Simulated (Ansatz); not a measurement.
# Pt wire along [110], 17 atoms a period: bands along the axis

What gap, if any, does the Pt wire along [110], 17 atoms a period have, and how many channels would it open?

Method: DFT PBE, plane waves, PAW; relaxation of a wire's period; PAW set soft_1, in the first sound run; inputs show where later runs differ, in Ansatz 0.2.0.

**1. Starting point**

The cell holds 17 atoms: 17 Pt. Its edges and angles: a = 14.740 Å, b = 15.222 Å, c = 2.807 Å, α = 90.0°, β = 90.0°, γ = 90.0°. Vacuum lies along a and b. The structure's axis is c.

**2. Relaxing the period**

Band widths follow the bond lengths, so the wire is relaxed first. The atoms and the third cell vector are free; the box across stays fixed as vacuum. A Fermi-Dirac smearing is set since the result may be a metal. The pressure printed is a third of the stress's trace over the whole box, vacuum included; only the stress along the axis is relaxed.

input.yaml

```yaml
crystal:
  lattice:
    - [14.74, 0.0, 0.0]
    - [0.0, 15.222, 0.0]
    - [0.0, 0.0, 2.8072139213]
  atoms:
    - { symbol: Pt, position: [0.230664858, 0.684406438, 0.0] }
    - { symbol: Pt, position: [0.230664858, 0.499988233, 0.0] }
    - { symbol: Pt, position: [0.5, 0.684406438, 0.0] }
    - { symbol: Pt, position: [0.5, 0.499988233, 0.0] }
    - { symbol: Pt, position: [0.769335142, 0.684406438, 0.0] }
    - { symbol: Pt, position: [0.769335142, 0.499988233, 0.0] }
    - { symbol: Pt, position: [0.365332429, 0.223360925, 0.5] }
    - { symbol: Pt, position: [0.365332429, 0.40777913, 0.5] }
    - { symbol: Pt, position: [0.365332429, 0.592197336, 0.5] }
    - { symbol: Pt, position: [0.365332429, 0.776615541, 0.5] }
    - { symbol: Pt, position: [0.634667571, 0.223360925, 0.5] }
    - { symbol: Pt, position: [0.634667571, 0.40777913, 0.5] }
    - { symbol: Pt, position: [0.634667571, 0.592197336, 0.5] }
    - { symbol: Pt, position: [0.634667571, 0.776615541, 0.5] }
    - { symbol: Pt, position: [0.230664858, 0.315570028, 0.0] }
    - { symbol: Pt, position: [0.5, 0.315570028, 0.0] }
    - { symbol: Pt, position: [0.769335142, 0.315570028, 0.0] }
kpoints:
  mp_grid: { grid: [1, 1, 29] }
scf:
  occupations: { method: fermi_dirac, width: 0.05 }
hamiltonian:
  xc: pbe
  pseudopotentials: { kind: paw, azcp: { folder: soft_1 } }
relax:
  cell: { fix: [a, b, alpha, beta, gamma] }
  max_steps: 45
  f_tol: 0.03
```

Started as:

```sh
> ansatz run input.yaml --threads 4 --pin off --max-ram 16384MiB --backend cpu --events-out ev --progress --plain --runs-dir out
```

Numbers of over 12 decimals in the logs are rounded to 6 here.

Output:

```text
Engine: ansatz 0.2.0, aarch64-unknown-linux-gnu
Pseudopotentials: kind: paw
Pseudopotential: Pt, paw, valence charge 18, recommended cutoff 420 eV (normal), soft_1/Pt.paw.azcp
Functional definition: PBE
  parameter kappa = 0.804
  parameter beta = 0.066725
  exchange = pbe_x(kappa = kappa, mu = beta*pi^2/3)
  correlation = pbe_c(beta = beta)
Crystal: 17 atoms, lattice volume = 629.861 Å³
Basis set: ecut = 420 eV, 12363 PW (Γ), exchange–correlation on 200×216×40 points (8 copies of the dense FFT grid, shifted against one another)
Bands: 184, of which v1, the nominal top of the filled ones, is band 153 counted from 1 (152 counted from 0)
Symmetry: 8 space group operations
Space group: Pmmm (ITA 47), of the structure as read, at distance tolerance 8.6e-5 Å
k-points: 15 of 29
Non-local potential: Pt, projectors of the file, l = 0: 3, l = 1: 2, l = 2: 2, l = 3: 1
PAW form: soft (Blöchl's): semilocal exchange-correlation on the pseudo side does not see the compensation charge
PAW one-centre angular grid: Pt, 590 points (default); XC on 64 Gauss nodes
Initial density: superposition of atomic densities (neutral atoms: chi_scale 0, normalization atom)
Initial wavefunctions: pseudopotential atomic-orbital guess
Functional: x = pbe(κ = 0.804, μ = 0.219515), c = pbe(β = 0.066725)
SCF iter   1: F=—  HF=-212913.095259 eV  |F-HF|=—  |Δ(HF+E_count)|=         —  Δρ=5.84e-2  dr2=3.75e1  ethr=3.10e-3  ⟨swp⟩=6.0  Hψ=9641  notcnv=0  defer=134
preconditioner: auto → LDOS  [metal: Δε(μ)=0.011 eV  Ē_g=6.277 eV  σ=0.050 eV  W_gap=0.05  n_scr=126 (ndim 8)  ℏωp=19.3 eV  f_vac=0.476  D(μ)=30.34/eV (n_scr^D=288)  β→1.0]
SCF iter   2: F=—  HF=-212911.857933 eV  |F-HF|=—  |Δ(HF+E_count)|=    1.24e0  Δρ=4.23e-2  dr2=1.73e1  ethr=3.10e-3  ⟨swp⟩=3.0  Hψ=7139  notcnv=0  defer=224
SCF iter   3: F=—  HF=-212907.849100 eV  |F-HF|=—  |Δ(HF+E_count)|=    4.01e0  Δρ=1.44e-2  dr2=3.58e0  ethr=3.10e-3  ⟨swp⟩=2.1  Hψ=5401  notcnv=0  defer=234
SCF iter   4: F=—  HF=-212907.521317 eV  |F-HF|=—  |Δ(HF+E_count)|=   3.28e-1  Δρ=4.71e-3  dr2=5.68e-1  ethr=1.17e-3  ⟨swp⟩=2.0  Hψ=4393  notcnv=0  defer=234
SCF iter   5: F=—  HF=-212907.478961 eV  |F-HF|=—  |Δ(HF+E_count)|=   4.24e-2  Δρ=1.80e-3  dr2=4.74e-2  ethr=1.86e-4  ⟨swp⟩=2.0  Hψ=3956  notcnv=0  defer=234
SCF iter   6: F=—  HF=-212907.476551 eV  |F-HF|=—  |Δ(HF+E_count)|=   2.41e-3  Δρ=7.76e-4  dr2=8.22e-3  ethr=1.55e-5  ⟨swp⟩=2.0  Hψ=3947  notcnv=0  defer=234
SCF iter   7: F=—  HF=-212907.476044 eV  |F-HF|=—  |Δ(HF+E_count)|=   5.07e-4  Δρ=4.28e-4  dr2=2.88e-3  ethr=2.69e-6  ⟨swp⟩=2.1  Hψ=3490  notcnv=0  defer=229
SCF iter   8: F=—  HF=-212907.475981 eV  |F-HF|=—  |Δ(HF+E_count)|=   6.33e-5  Δρ=1.85e-4  dr2=6.29e-4  ethr=9.41e-7  ⟨swp⟩=1.6  Hψ=2642  notcnv=0  defer=229
SCF iter   9: F=—  HF=-212907.475933 eV  |F-HF|=—  |Δ(HF+E_count)|=   4.74e-5  Δρ=7.63e-5  dr2=8.67e-5  ethr=2.05e-7  ⟨swp⟩=2.1  Hψ=3815  notcnv=0  defer=229
SCF iter  10: F=—  HF=-212907.475326 eV  |F-HF|=—  |Δ(HF+E_count)|=   6.07e-4  Δρ=3.89e-5  dr2=1.89e-5  ethr=2.83e-8  ⟨swp⟩=2.0  Hψ=3323  notcnv=0  defer=229
SCF iter  11: F=—  HF=-212907.475327 eV  |F-HF|=—  |Δ(HF+E_count)|=   1.24e-6  Δρ=1.45e-5  dr2=3.84e-6  ethr=6.19e-9  ⟨swp⟩=2.0  Hψ=3376  notcnv=0  defer=229
SCF iter  12: F=—  HF=-212907.475327 eV  |F-HF|=—  |Δ(HF+E_count)|=   1.90e-7  Δρ=5.99e-6  dr2=5.75e-7  ethr=1.25e-9  ⟨swp⟩=2.1  Hψ=3209  notcnv=0  defer=229
SCF iter  13: F=—  HF=-212907.475327 eV  |F-HF|=—  |Δ(HF+E_count)|=   1.12e-8  Δρ=2.60e-6  dr2=1.37e-7  ethr=1.88e-10  ⟨swp⟩=2.1  Hψ=3382  notcnv=0  defer=229
SCF iter  14: F=-212907.475327 eV  HF=-212907.475327 eV  |F-HF|=1.94e-8  |Δ(HF+E_count)|=   4.63e-9  Δρ=1.14e-6  dr2=2.42e-8  ethr=3.27e-11  ⟨swp⟩=4.0  Hψ=7926  notcnv=0
SCF 1 converged in 14 iterations: F = -212907.475327 eV  dr2 = 2.42e-8
  greatest PAW one-centre occupation: 1.000 electrons in one spin orbital (limit 2), on the Pt atom at site 3 (counted from 0), in its partial waves of l = 0
relax step   1: F+E_penalty+E_count = -212907.47532700 eV  Δ(F+E_penalty+E_count) = +0.000e0 eV  max|allowed force component| = 9.132e-1 eV/Å  Δτ_max = 0.0000 Å  P = -4.852 GPa  Ω = 629.861 Å³  fix = [a, b, alpha, beta, gamma]  reactions: a -2.998, b -4.005 GPa  (14 SCF iters, dr2 threshold 1.00e-7 eV, accepted)
Crystal: 17 atoms, lattice volume = 598.597 Å³
Basis set: ecut = 420 eV, 11771 PW (Γ), exchange–correlation on 200×216×40 points (8 copies of the dense FFT grid, shifted against one another)
Initial density: handed on by an earlier stage of this run
Initial wavefunctions: those handed on with the density
iter 1 solved again at ethr=5.06e-4 eV; its pass at ethr=3.10e-3 eV (dr2=1.55e0 eV) is discarded
SCF iter   1: F=—  HF=-212908.548092 eV  |F-HF|=—  |Δ(HF+E_count)|=         —  Δρ=1.31e-2  dr2=1.55e0  ethr=5.06e-4  ⟨swp⟩=3.3  Hψ=14189  notcnv=0
preconditioner: auto → LDOS  [metal: Δε(μ)=0.006 eV  Ē_g=6.981 eV  σ=0.050 eV  W_gap=0.03  n_scr=122 (ndim 8)  ℏωp=19.8 eV  f_vac=0.487  D(μ)=29.94/eV (n_scr^D=290)  β→1.0]
SCF iter   2: F=—  HF=-212908.460793 eV  |F-HF|=—  |Δ(HF+E_count)|=   8.73e-2  Δρ=6.39e-3  dr2=5.30e-1  ethr=5.06e-4  ⟨swp⟩=3.1  Hψ=4447  notcnv=0
SCF iter   3: F=—  HF=-212908.395133 eV  |F-HF|=—  |Δ(HF+E_count)|=   6.57e-2  Δρ=2.51e-3  dr2=9.81e-2  ethr=1.73e-4  ⟨swp⟩=3.0  Hψ=4471  notcnv=0
SCF iter   4: F=—  HF=-212908.387056 eV  |F-HF|=—  |Δ(HF+E_count)|=   8.08e-3  Δρ=1.08e-3  dr2=1.98e-2  ethr=3.21e-5  ⟨swp⟩=2.0  Hψ=4374  notcnv=0  defer=22
SCF iter   5: F=—  HF=-212908.384941 eV  |F-HF|=—  |Δ(HF+E_count)|=   2.11e-3  Δρ=4.25e-4  dr2=3.13e-3  ethr=6.46e-6  ⟨swp⟩=2.0  Hψ=4083  notcnv=0  defer=27
SCF iter   6: F=—  HF=-212908.384805 eV  |F-HF|=—  |Δ(HF+E_count)|=   1.36e-4  Δρ=1.69e-4  dr2=4.87e-4  ethr=1.02e-6  ⟨swp⟩=1.8  Hψ=3503  notcnv=0  defer=31
SCF iter   7: F=—  HF=-212908.384129 eV  |F-HF|=—  |Δ(HF+E_count)|=   6.77e-4  Δρ=8.10e-5  dr2=9.77e-5  ethr=1.59e-7  ⟨swp⟩=1.9  Hψ=3199  notcnv=0  defer=31
SCF iter   8: F=—  HF=-212908.384124 eV  |F-HF|=—  |Δ(HF+E_count)|=   4.80e-6  Δρ=2.86e-5  dr2=1.36e-5  ethr=3.19e-8  ⟨swp⟩=1.9  Hψ=3135  notcnv=0  defer=31
SCF iter   9: F=—  HF=-212908.384124 eV  |F-HF|=—  |Δ(HF+E_count)|=   3.89e-7  Δρ=1.07e-5  dr2=2.54e-6  ethr=4.46e-9  ⟨swp⟩=1.9  Hψ=3720  notcnv=0  defer=31
SCF iter  10: F=-212908.384123 eV  HF=-212908.384124 eV  |F-HF|=5.01e-7  |Δ(HF+E_count)|=   1.01e-7  Δρ=5.29e-6  dr2=5.37e-7  ethr=5.56e-10  ⟨swp⟩=4.1  Hψ=8006  notcnv=0
SCF 2 converged in 10 iterations: F = -212908.384123 eV  dr2 = 5.37e-7
  greatest PAW one-centre occupation: 1.000 electrons in one spin orbital (limit 2), on the Pt atom at site 12 (counted from 0), in its partial waves of l = 0
[...]
relax step   5: F+E_penalty+E_count = -212908.94328849 eV  Δ(F+E_penalty+E_count) = -1.124e-2 eV  max|allowed force component| = 1.362e-1 eV/Å  Δτ_max = 0.2000 Å  P = +0.054 GPa  Ω = 601.361 Å³  energy of the carried Pulay correction = +5.376e-3 eV  fix = [a, b, alpha, beta, gamma]  reactions: a -0.214, b +0.671 GPa  (9 SCF iters, dr2 threshold 1.70e-6 eV, accepted)
[...]
relax step   6: F+E_penalty+E_count = -212908.96701118 eV  Δ(F+E_penalty+E_count) = -2.372e-2 eV  max|allowed force component| = 8.532e-2 eV/Å  Δτ_max = 0.0929 Å  P = -0.068 GPa  Ω = 600.376 Å³  energy of the carried Pulay correction = +5.566e-3 eV  fix = [a, b, alpha, beta, gamma]  reactions: a -0.080, b -0.186 GPa  (9 SCF iters, dr2 threshold 1.16e-6 eV, accepted)
[...]
relax step   7: F+E_penalty+E_count = -212908.96958367 eV  Δ(F+E_penalty+E_count) = -2.572e-3 eV  max|allowed force component| = 2.174e-2 eV/Å  Δτ_max = 0.0234 Å  P = -0.053 GPa  Ω = 600.720 Å³  energy of the carried Pulay correction = +5.500e-3 eV  fix = [a, b, alpha, beta, gamma]  reactions: a -0.027, b -0.123 GPa  (8 SCF iters, dr2 threshold 4.55e-7 eV, accepted)
Basis set: ecut = 420 eV, 11807 PW (Γ), exchange–correlation on 200×216×36 points (8 copies of the dense FFT grid, shifted against one another)
Initial wavefunctions: pseudopotential atomic-orbital guess (no wavefunctions were taken with the density)
iter 1 solved again at ethr=6.18e-7 eV; its pass at ethr=3.10e-3 eV (dr2=1.89e-3 eV) is discarded
SCF iter   1: F=—  HF=-212908.962089 eV  |F-HF|=—  |Δ(HF+E_count)|=         —  Δρ=1.22e-4  dr2=1.55e-5  ethr=6.18e-7  ⟨swp⟩=4.5  Hψ=19873  notcnv=0
preconditioner: auto → LDOS  [metal: Δε(μ)=0.005 eV  Ē_g=6.853 eV  σ=0.050 eV  W_gap=0.02  n_scr=122 (ndim 8)  ℏωp=19.8 eV  f_vac=0.475  D(μ)=27.63/eV (n_scr^D=238)  β→1.0]
SCF iter   2: F=—  HF=-212908.961811 eV  |F-HF|=—  |Δ(HF+E_count)|=   2.78e-4  Δρ=3.40e-5  dr2=4.38e-6  ethr=5.06e-9  ⟨swp⟩=3.0  Hψ=6031  notcnv=0
SCF iter   3: F=—  HF=-212908.961810 eV  |F-HF|=—  |Δ(HF+E_count)|=   1.34e-6  Δρ=1.14e-5  dr2=9.13e-7  ethr=1.43e-9  ⟨swp⟩=2.3  Hψ=5290  notcnv=0
SCF iter   4: F=—  HF=-212908.961809 eV  |F-HF|=—  |Δ(HF+E_count)|=   2.29e-7  Δρ=3.01e-6  dr2=7.80e-8  ethr=2.98e-10  ⟨swp⟩=2.7  Hψ=4721  notcnv=0
SCF iter   5: F=—  HF=-212908.961809 eV  |F-HF|=—  |Δ(HF+E_count)|=   1.44e-8  Δρ=8.54e-7  dr2=4.94e-9  ethr=2.55e-11  ⟨swp⟩=2.6  Hψ=4692  notcnv=0
SCF iter   6: F=—  HF=-212908.961809 eV  |F-HF|=—  |Δ(HF+E_count)|=  7.57e-10  Δρ=3.73e-7  dr2=1.72e-9  ethr=1.61e-12  ⟨swp⟩=2.3  Hψ=4248  notcnv=0
SCF iter   7: F=—  HF=-212908.961809 eV  |F-HF|=—  |Δ(HF+E_count)|=  2.33e-10  Δρ=1.41e-7  dr2=3.45e-10  ethr=1.00e-12  ⟨swp⟩=2.0  Hψ=3889  notcnv=0
SCF iter   8: F=-212908.961809 eV  HF=-212908.961809 eV  |F-HF|=0.00e0  |Δ(HF+E_count)|=  5.82e-11  Δρ=7.12e-8  dr2=5.90e-11  ethr=1.00e-12  ⟨swp⟩=4.7  Hψ=8986  notcnv=0
SCF 8 converged in 8 iterations: F = -212908.961809 eV  dr2 = 5.90e-11
relax step   8: F+E_penalty+E_count = -212908.96180934 eV  Δ(F+E_penalty+E_count) = +7.774e-3 eV  max|allowed force component| = 2.198e-2 eV/Å  Δτ_max = 0.0000 Å  P = -0.041 GPa  Ω = 600.720 Å³  fix = [a, b, alpha, beta, gamma]  reactions: a -0.018, b -0.114 GPa  stress off target by 9.68e-3 GPa on what of the cell is left free  SCF on the basis re-selected at this cell (its energy is not comparable with the rows above)  (8 SCF iters)
basis re-selected at this cell: Δ(F+E_penalty+E_count) = +7.774e-3 eV, ΔP = +0.013 GPa vs the last step (what re-selecting the basis moved, of the pressure what is left beyond the Pulay correction that the steps carried, after the strain that the cell walked since its last selection, with what the two solves' SCF thresholds leave and, on support functions, any second-order correction that the steps lacked; it is no measure of the basis error at this ecutwfc). The dense FFT grid was sized anew with the basis: this SCF ran on 100×108×18 points, the steps before it on 100×108×20, so part of this shift can come from that change (see relax.cell in the input reference). [rest of the remark cut]
SCF converged after 8 iterations
Free energy (F): -212908.961809 eV
Harris-Foulkes:  -212908.961809 eV  (|F-HF|=0.00e0)
Internal energy: -212908.736373 eV  (E = F + TS)
E sigma→0 (E₀):  -212908.849091 eV
Entropy (-TS):   -0.225436 eV (-13.261 meV/atom)
Fermi energy:    6.757266 eV
--- Per-component energies (eV) ---
  E_band       = -7111.847137
  E_kinetic    = 10139.160531
  E_local      = -177429.664929  (includes V_loc(G=0)·N_el)
  E_nonlocal   = 3470.228959
  E_hartree    = 83352.596634
  E_xc         = -3934.082792
  E_vxc        = -4591.173949  (∫ρ·V_xc dr)
  E_paw        = -161229.078394  (= ΣΔE_a)
  E_vpaw       = -5405.609618  (= ΣTr[D̂ρ^β])
  E_aug_tail   = 0.018790  (compensation charges beyond the density's cutoff)
  E_ewald      = 32722.084827
  E_smearing   = -0.225436  (= −TS)
  E_closure    = -0.000000  (closes the sum)
  Σ components = -212908.961809   (vs F -212908.961809, Δ=0.00e0)
--- Forces (eV/Å), atoms counted from 1 ---
  atom   1  Pt     0.01006563    -0.00354159     0.00000000
  atom   2  Pt    -0.02197863     0.00000000     0.00000000
  atom   3  Pt     0.00000000    -0.01063004     0.00000000
  atom   4  Pt    -0.00000000     0.00000000     0.00000000
  atom   5  Pt    -0.01006563    -0.00354159     0.00000000
  atom   6  Pt     0.02197863     0.00000000     0.00000000
  atom   7  Pt    -0.01369181     0.01117988     0.00000000
  atom   8  Pt     0.00755702    -0.01413737     0.00000000
  atom   9  Pt     0.00755702     0.01413737     0.00000000
  atom  10  Pt    -0.01369181    -0.01117988     0.00000000
  atom  11  Pt     0.01369181     0.01117988     0.00000000
  atom  12  Pt    -0.00755702    -0.01413737     0.00000000
  atom  13  Pt    -0.00755702     0.01413737     0.00000000
  atom  14  Pt     0.01369181    -0.01117988     0.00000000
  atom  15  Pt     0.01006563     0.00354159     0.00000000
  atom  16  Pt     0.00000000     0.01063004     0.00000000
  atom  17  Pt    -0.01006563     0.00354159     0.00000000
  max |Σ_I F_I| component: 3.47e-18 eV/Å
--- Stress (GPa, compression-positive) ---
       -0.017608       0.000000       0.000000
        0.000000      -0.113600       0.000000
        0.000000       0.000000       0.009678
  P = ⅓ Tr σ = -0.0405 GPa (-0.405 kbar)
--- Relaxed structure (7 steps of the walk, 7 accepted, 1 SCFs on fresh bases) ---
  F+E_penalty+E_count = -212908.96180934 eV   max|allowed force component| = 2.198e-2 eV/Å   (the final SCF, on the basis selected at the relaxed cell)
  cell:  # Å, volume = 600.7197 Å³
    - [14.74, 0.0, 0.0]
    - [0.0, 15.222, 0.0]
    - [0.0, 0.0, 2.677335]
  atoms:
    - { symbol: Pt, position: [0.222232, 0.671317, 0.0] }
    - { symbol: Pt, position: [0.225091, 0.499988, 0.0] }
    - { symbol: Pt, position: [0.5, 0.715310, 0.0] }
    - { symbol: Pt, position: [0.5, 0.499988, 0.0] }
    - { symbol: Pt, position: [0.777768, 0.671317, 0.0] }
    - { symbol: Pt, position: [0.774909, 0.499988, 0.0] }
    - { symbol: Pt, position: [0.350094, 0.235256, 0.5] }
    - { symbol: Pt, position: [0.368883, 0.410348, 0.5] }
    - { symbol: Pt, position: [0.368883, 0.589629, 0.5] }
    - { symbol: Pt, position: [0.350094, 0.764720, 0.5] }
    - { symbol: Pt, position: [0.649906, 0.235256, 0.5] }
    - { symbol: Pt, position: [0.631117, 0.410348, 0.5] }
    - { symbol: Pt, position: [0.631117, 0.589629, 0.5] }
    - { symbol: Pt, position: [0.649906, 0.764720, 0.5] }
    - { symbol: Pt, position: [0.222232, 0.328660, 0.0] }
    - { symbol: Pt, position: [0.5, 0.284666, 0.0] }
    - { symbol: Pt, position: [0.777768, 0.328660, 0.0] }
```

The job ended after 5.7 min (4 threads of Arm Neoverse V1, shared host; peak memory 2.9 GiB; 23 min of CPU time).

[end of part 1 of 2]

[Logs are printed without paths, hosts, clocks, repeated set-up lines and the standing remarks that a program may print on its own settings, such as how far it seeks lower states.]

[Hosts, paths, dates, database ids (printed as entryN), source tags and the programs' standing remarks are cut or masked in the printed files.]
